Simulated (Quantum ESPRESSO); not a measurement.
# The valence band of Al2Pt as photoemission sees it, part 2 of 21

Aim: the valence spectrum of Al2Pt from He I to hard X-rays, and which orbitals make each feature.

Quantum ESPRESSO 7.5; DFT, PBEsol, plane waves, ultrasoft GBRV pseudopotentials, scalar-relativistic (the session's first sound run).

So far. Step 2 (The base run: self-consistent run): The run ends at a pressure of -1.42 GPa.

The database entry behind the starting cell differs from later determinations by our own check (0.1 to 0.3 % short, probably kX units), so it need not match the best structure at ambient conditions.

## 3. The base run: levels for the DOS

The levels for the density of states are solved on the fixed potential, without another SCF cycle.

nscf.in

```
&control
  calculation = 'nscf'
  prefix = 'pes'
  outdir = './tmp'
  pseudo_dir = './pp'
  verbosity = 'high'
/
&system
  ibrav = 0
  nat = 3
  ntyp = 2
  ecutwfc = 40.0
  ecutrho = 200.0
  occupations = 'smearing'
  nbnd = 21
  smearing = 'fd'
  degauss = 0.00367
/
&electrons
  conv_thr = 1.8e-08
  mixing_beta = 0.5
  electron_maxstep = 120
  diago_full_acc = .true.
/
ATOMIC_SPECIES
Pt 195.0840 pt_pbesol_v1.4.uspp.F.UPF
Al 26.9815 al_pbesol_v1.uspp.F.UPF
CELL_PARAMETERS angstrom
 0.000000000 2.955000000 2.955000000
 2.955000000 0.000000000 2.955000000
 2.955000000 2.955000000 0.000000000
ATOMIC_POSITIONS crystal
Pt 0.000000000 0.000000000 0.000000000
Al 0.750000000 0.750000000 0.750000000
Al 0.250000000 0.250000000 0.250000000
K_POINTS automatic
16 16 16 0 0 0
```

The run is started by

```
$ OMP_NUM_THREADS=1 mpirun -n 4 pw.x -nk 4 -in nscf.in > nscf.out
```

Output:

```text
[banner, memory and clock lines left out]
Program PWSCF v.7.5 starts

          URL

     Atomic positions and unit cell read from directory:
     ./tmp/pes.save/

     Message from routine setup:
     using ibrav=0 with symmetry is DISCOURAGED, use correct ibrav instead

     G-vector sticks info

     bravais-lattice index     =            0
     lattice parameter (alat)  =       7.8972  a.u.
     unit-cell volume          =     348.2564 (a.u.)^3
     number of atoms/cell      =            3
     number of atomic types    =            2
     number of electrons       =        22.00
     number of Kohn-Sham states=           21
     kinetic-energy cutoff     =      40.0000  Ry
     charge density cutoff     =     200.0000  Ry
     Exchange-correlation= SLA  PW   PSX  PSC
                           (   1   4  10   8   0   0   0)

     celldm(1)=   7.897168  celldm(2)=   0.000000  celldm(3)=   0.000000
     celldm(4)=   0.000000  celldm(5)=   0.000000  celldm(6)=   0.000000

     crystal axes: (cart. coord. in units of alat)
               a(1) = (   0.000000   0.707107   0.707107 )
               a(2) = (   0.707107   0.000000   0.707107 )
               a(3) = (   0.707107   0.707107   0.000000 )

     reciprocal axes: (cart. coord. in units 2 pi/alat)
               b(1) = ( -0.707107  0.707107  0.707107 )
               b(2) = (  0.707107 -0.707107  0.707107 )
               b(3) = (  0.707107  0.707107 -0.707107 )

     PseudoPot. # 1 for Pt read from file:
     ./pp/pt_pbesol_v1.4.uspp.F.UPF
     Pseudo is Ultrasoft + core correction, Zval = 16.0
     Generated by new atomic code, or converted to UPF format
     Using radial grid of  985 points,  6 beta functions with:
                l(1) =   0
                l(2) =   0
                l(3) =   1
                l(4) =   1
                l(5) =   2
                l(6) =   2
     Q(r) pseudized with  8 coefficients,  rinner =    1.300   1.300   1.300
                                                       1.300   1.300

     PseudoPot. # 2 for Al read from file:
     ./pp/al_pbesol_v1.uspp.F.UPF
     Pseudo is Ultrasoft + core correction, Zval =  3.0
     Generated by new atomic code, or converted to UPF format
     Using radial grid of  893 points,  3 beta functions with:
                l(1) =   0
                l(2) =   1
                l(3) =   2
     Q(r) pseudized with  8 coefficients,  rinner =    0.900   0.900   0.900
                                                       0.900   0.900

     atomic species   valence    mass     pseudopotential
     Pt               16.00   195.08400     Pt( 1.00)
     Al                3.00    26.98150     Al( 1.00)

     48 Sym. Ops., with inversion, found

                                    s                        frac. trans.

      isym =  1     identity

 cryst.   s( 1) = (     1          0          0      )
                  (     0          1          0      )
                  (     0          0          1      )

 cart.    s( 1) = (  1.0000000 -0.0000000  0.0000000 )
                  ( -0.0000000  1.0000000  0.0000000 )
                  ( -0.0000000  0.0000000  1.0000000 )

      isym =  2     180 deg rotation - cart. axis [0,0,1]

 cryst.   s( 2) = (     0          1         -1      )
                  (     1          0         -1      )
                  (     0          0         -1      )

 cart.    s( 2) = ( -1.0000000  0.0000000  0.0000000 )
                  (  0.0000000 -1.0000000  0.0000000 )
                  (  0.0000000 -0.0000000  1.0000000 )

      isym =  3     180 deg rotation - cart. axis [0,1,0]

 cryst.   s( 3) = (     0         -1          1      )
                  (     0         -1          0      )
                  (     1         -1          0      )

 cart.    s( 3) = ( -1.0000000 -0.0000000 -0.0000000 )
                  (  0.0000000  1.0000000 -0.0000000 )
                  (  0.0000000  0.0000000 -1.0000000 )

      isym =  4     180 deg rotation - cart. axis [1,0,0]

 cryst.   s( 4) = (    -1          0          0      )
                  (    -1          0          1      )
                  (    -1          1          0      )

 cart.    s( 4) = (  1.0000000  0.0000000 -0.0000000 )
                  ( -0.0000000 -1.0000000 -0.0000000 )
                  ( -0.0000000 -0.0000000 -1.0000000 )

      isym =  5     180 deg rotation - cart. axis [1,1,0]

 cryst.   s( 5) = (    -1          0          1      )
[...]
cart.    s( 5) = ( -0.0000000  1.0000000 -0.0000000 )
[...]
isym =  6     180 deg rotation - cart. axis [1,-1,0]

 cryst.   s( 6) = (     0         -1          0      )
[...]
cart.    s( 6) = (  0.0000000 -1.0000000 -0.0000000 )
[...]
isym =  7      90 deg rotation - cart. axis [0,0,-1]

 cryst.   s( 7) = (     0          1          0      )
[...]
cart.    s( 7) = (  0.0000000  1.0000000  0.0000000 )
[...]
isym =  8      90 deg rotation - cart. axis [0,0,1]

 cryst.   s( 8) = (     1          0         -1      )
[...]
cart.    s( 8) = ( -0.0000000 -1.0000000  0.0000000 )
[...]
isym =  9     180 deg rotation - cart. axis [1,0,1]

 cryst.   s( 9) = (    -1          1          0      )
[...]
cart.    s( 9) = (  0.0000000  0.0000000  1.0000000 )
[...]
isym = 10     180 deg rotation - cart. axis [-1,0,1]

 cryst.   s(10) = (     0          0         -1      )
[...]
cart.    s(10) = ( -0.0000000  0.0000000 -1.0000000 )
[...]
isym = 11      90 deg rotation - cart. axis [0,1,0]

 cryst.   s(11) = (     0          0          1      )
[...]
cart.    s(11) = ( -0.0000000 -0.0000000  1.0000000 )
[...]
isym = 12      90 deg rotation - cart. axis [0,-1,0]

 cryst.   s(12) = (     1         -1          0      )
[...]
cart.    s(12) = (  0.0000000 -0.0000000 -1.0000000 )
[...]
isym = 13     180 deg rotation - cart. axis [0,1,1]

 cryst.   s(13) = (     1          0          0      )
[...]
cart.    s(13) = ( -1.0000000  0.0000000 -0.0000000 )
[...]
isym = 14     180 deg rotation - cart. axis [0,1,-1]

 cryst.   s(14) = (    -1          0          0      )
[...]
cart.    s(14) = ( -1.0000000 -0.0000000  0.0000000 )
[...]
isym = 15      90 deg rotation - cart. axis [-1,0,0]

 cryst.   s(15) = (     0         -1          1      )
[...]
cart.    s(15) = (  1.0000000 -0.0000000 -0.0000000 )
[...]
19.0692  19.0692  19.1835  23.4519  23.4519

     occupation numbers
[...]
0.0000   0.0000   0.0000   0.0000   0.0000

          k = 0.2652 0.2652-0.2652 (  1477 PWs)   bands (ev):

[...]
19.7997  19.7997  19.9520  24.0308  24.0308

     occupation numbers
[...]
0.0000   0.0000   0.0000   0.0000   0.0000

          k = 0.3094 0.3094-0.3094 (  1486 PWs)   bands (ev):

[...]
20.4107  20.4107  20.8480  23.4229  24.1019

     occupation numbers
[...]
0.0000   0.0000   0.0000   0.0000   0.0000

          k =-0.3536-0.3536 0.3536 (  1476 PWs)   bands (ev):

[...]
occupation numbers
[...]
k = 0.0884 0.0000 0.0000 (  1463 PWs)   bands (ev):

[...]
occupation numbers
[...]
k = 0.1326 0.0442-0.0442 (  1457 PWs)   bands (ev):

[...]
occupation numbers
[...]
k = 0.1768 0.0884-0.0884 (  1471 PWs)   bands (ev):

[...]
occupation numbers
[...]
k = 0.2210 0.1326-0.1326 (  1480 PWs)   bands (ev):

[...]
occupation numbers
[...]
k = 0.2652 0.1768-0.1768 (  1479 PWs)   bands (ev):

[...]
occupation numbers
[...]
k = 0.3094 0.2210-0.2210 (  1474 PWs)   bands (ev):

[...]
occupation numbers
[...]
k = 0.3536 0.2652-0.2652 (  1484 PWs)   bands (ev):

[...]
occupation numbers
[...]
k =-0.3094-0.3977 0.3977 (  1485 PWs)   bands (ev):

[...]
k =-0.2652-0.3536 0.3536 (  1487 PWs)   bands (ev):

[...]
k =-0.2210-0.3094 0.3094 (  1487 PWs)   bands (ev):

[...]
k =-0.1768-0.2652 0.2652 (  1479 PWs)   bands (ev):

[...]
k =-0.1326-0.2210 0.2210 (  1484 PWs)   bands (ev):

[...]
k =-0.0884-0.1768 0.1768 (  1479 PWs)   bands (ev):

[...]
k =-0.0442-0.1326 0.1326 (  1467 PWs)   bands (ev):

[...]
k = 0.0000-0.0884 0.0884 (  1462 PWs)   bands (ev):

[...]
k = 0.1768 0.0000 0.0000 (  1459 PWs)   bands (ev):

[...]
k = 0.2210 0.0442-0.0442 (  1479 PWs)   bands (ev):

[...]
k = 0.2652 0.0884-0.0884 (  1475 PWs)   bands (ev):

[...]
k = 0.3094 0.1326-0.1326 (  1477 PWs)   bands (ev):

[...]
k =-0.2652-0.4419 0.4419 (  1483 PWs)   bands (ev):

[...]
k =-0.2210-0.3977 0.3977 (  1492 PWs)   bands (ev):

[...]
k =-0.1768-0.3536 0.3536 (  1488 PWs)   bands (ev):

[...]
k =-0.1326-0.3094 0.3094 (  1483 PWs)   bands (ev):

[...]
k =-0.0884-0.2652 0.2652 (  1481 PWs)   bands (ev):

[...]
k =-0.0442-0.2210 0.2210 (  1489 PWs)   bands (ev):

[...]
k = 0.0000-0.1768 0.1768 (  1478 PWs)   bands (ev):

[...]
k = 0.2652-0.0000 0.0000 (  1479 PWs)   bands (ev):

[...]
k =-0.2210-0.4861 0.4861 (  1485 PWs)   bands (ev):

[...]
k =-0.1768-0.4419 0.4419 (  1490 PWs)   bands (ev):

[...]
k = 0.0000-0.2652 0.2652 (  1492 PWs)   bands (ev):

[...]
k = 0.3536 0.0000 0.0000 (  1491 PWs)   bands (ev):

[...]
k = 0.0000-0.3536 0.3536 (  1478 PWs)   bands (ev):

[...]
k = 0.5303-0.0000 0.0000 (  1487 PWs)   bands (ev):

[...]
k = 0.0000-0.5303 0.5303 (  1494 PWs)   bands (ev):

[...]
k =-0.7071 0.0000 0.0000 (  1524 PWs)   bands (ev):

[...]
k = 0.1768 0.0884 0.0000 (  1477 PWs)   bands (ev):

[...]
k = 0.2652 0.0884 0.0000 (  1481 PWs)   bands (ev):

[...]
k = 0.3536 0.1768-0.0884 (  1487 PWs)   bands (ev):

[...]
k = 0.3977 0.2210-0.1326 (  1487 PWs)   bands (ev):

[...]
k = 0.0000-0.1768 0.2652 (  1480 PWs)   bands (ev):

[...]
k = 0.3536 0.0884-0.0000 (  1485 PWs)   bands (ev):

[...]
k = 0.3977 0.1326-0.0442 (  1486 PWs)   bands (ev):

[...]
k = 0.4419 0.1768-0.0884 (  1480 PWs)   bands (ev):

[...]
k = 0.0000-0.2652 0.3536 (  1492 PWs)   bands (ev):

[...]
k = 0.4419 0.0884 0.0000 (  1479 PWs)   bands (ev):

[...]
k = 0.4861 0.1326-0.0442 (  1487 PWs)   bands (ev):

[...]
k = 0.0000-0.3536 0.4419 (  1490 PWs)   bands (ev):

[...]
k = 0.5303 0.0884 0.0000 (  1490 PWs)   bands (ev):

[...]
k = 0.0000-0.4419 0.5303 (  1489 PWs)   bands (ev):

[...]
k =-0.7071 0.0884 0.0000 (  1494 PWs)   bands (ev):

[...]
k = 0.3536 0.1768 0.0000 (  1490 PWs)   bands (ev):

[...]
k = 0.3977 0.2210-0.0442 (  1489 PWs)   bands (ev):

[...]
k = 0.4419 0.1768-0.0000 (  1488 PWs)   bands (ev):

[...]
k = 0.0000-0.2652 0.4419 (  1493 PWs)   bands (ev):

[...]
k = 0.0000-0.3536 0.5303 (  1502 PWs)   bands (ev):

[...]
k =-0.0884-0.5303 0.7071 (  1498 PWs)   bands (ev):

[...]
occupation numbers
[...]
k =-0.0442-0.4861 0.6629 (  1492 PWs)   bands (ev):

[...]
occupation numbers
[...]
k =-0.0000-0.4419 0.6187 (  1494 PWs)   bands (ev):

[...]
occupation numbers
[...]
k =-0.7071 0.1768-0.0000 (  1492 PWs)   bands (ev):

[...]
occupation numbers
[...]
k =-0.1768-0.4419 0.7071 (  1487 PWs)   bands (ev):

[...]
occupation numbers
[...]
0.0000   0.0000   0.0000   0.0000   0.0000

          k =-0.1326-0.3977 0.6629 (  1492 PWs)   bands (ev):

[...]
19.8046  21.5437  22.8664  23.1066  24.4328

     occupation numbers
[...]
0.0000   0.0000   0.0000   0.0000   0.0000

          k =-0.0884-0.3536 0.6187 (  1494 PWs)   bands (ev):

[...]
19.9527  21.5371  23.2460  23.7100  23.9516

     occupation numbers
     1.0000   1.0000   1.0000   1.0000   1.0000   1.0000   1.0000   1.0000
     1.0000   1.0000   1.0000   1.0000   0.0000   0.0000   0.0000   0.0000
     0.0000   0.0000   0.0000   0.0000   0.0000

          k =-0.0884-0.4419 0.7071 (  1482 PWs)   bands (ev):

   -42.1545 -42.1538 -42.1533   4.4123   4.9818   5.7845   6.4540   7.1197
     7.4884   8.0735   8.7924  10.2289  15.4285  15.9813  16.9634  18.8640
    20.4766  22.1554  22.5026  24.0507  24.0837

     occupation numbers
     1.0000   1.0000   1.0000   1.0000   1.0000   1.0000   1.0000   1.0000
     1.0000   1.0000   1.0000   1.0000   0.0000   0.0000   0.0000   0.0000
     0.0000   0.0000   0.0000   0.0000   0.0000

          k =-0.0442-0.3977 0.6629 (  1491 PWs)   bands (ev):

   -42.1544 -42.1540 -42.1533   4.7520   4.9857   5.6836   6.1001   7.1644
     7.6506   8.0750   8.5444  10.1838  15.6411  16.5007  16.8536  18.0272
    20.6124  22.3779  23.1689  23.6454  23.8683

     occupatio
```

Run time: 10 s. Hardware: 4 MPI ranks of Arm Neoverse V1, shared host.

This step gave:

```
Fermi energy : 11.02 eV
```

(Continued in part 3 of 21.)

[Logs are printed without paths, hosts, clocks, repeated set-up lines and the standing remarks that a program may print on its own settings, such as how far it seeks lower states.]

[Hosts, paths, dates, database ids (printed as entryN), source tags and the programs' standing remarks are cut or masked in the printed files.]

[Maps of the electrostatic potential energy from Ansatz leave out the sawtooth potential of an applied field or a dipole correction, so their vacuum need not be flat; work functions include it.]

[Peak lists hold at most the 14 tallest peaks of each spectrum; further lines can be left out.]
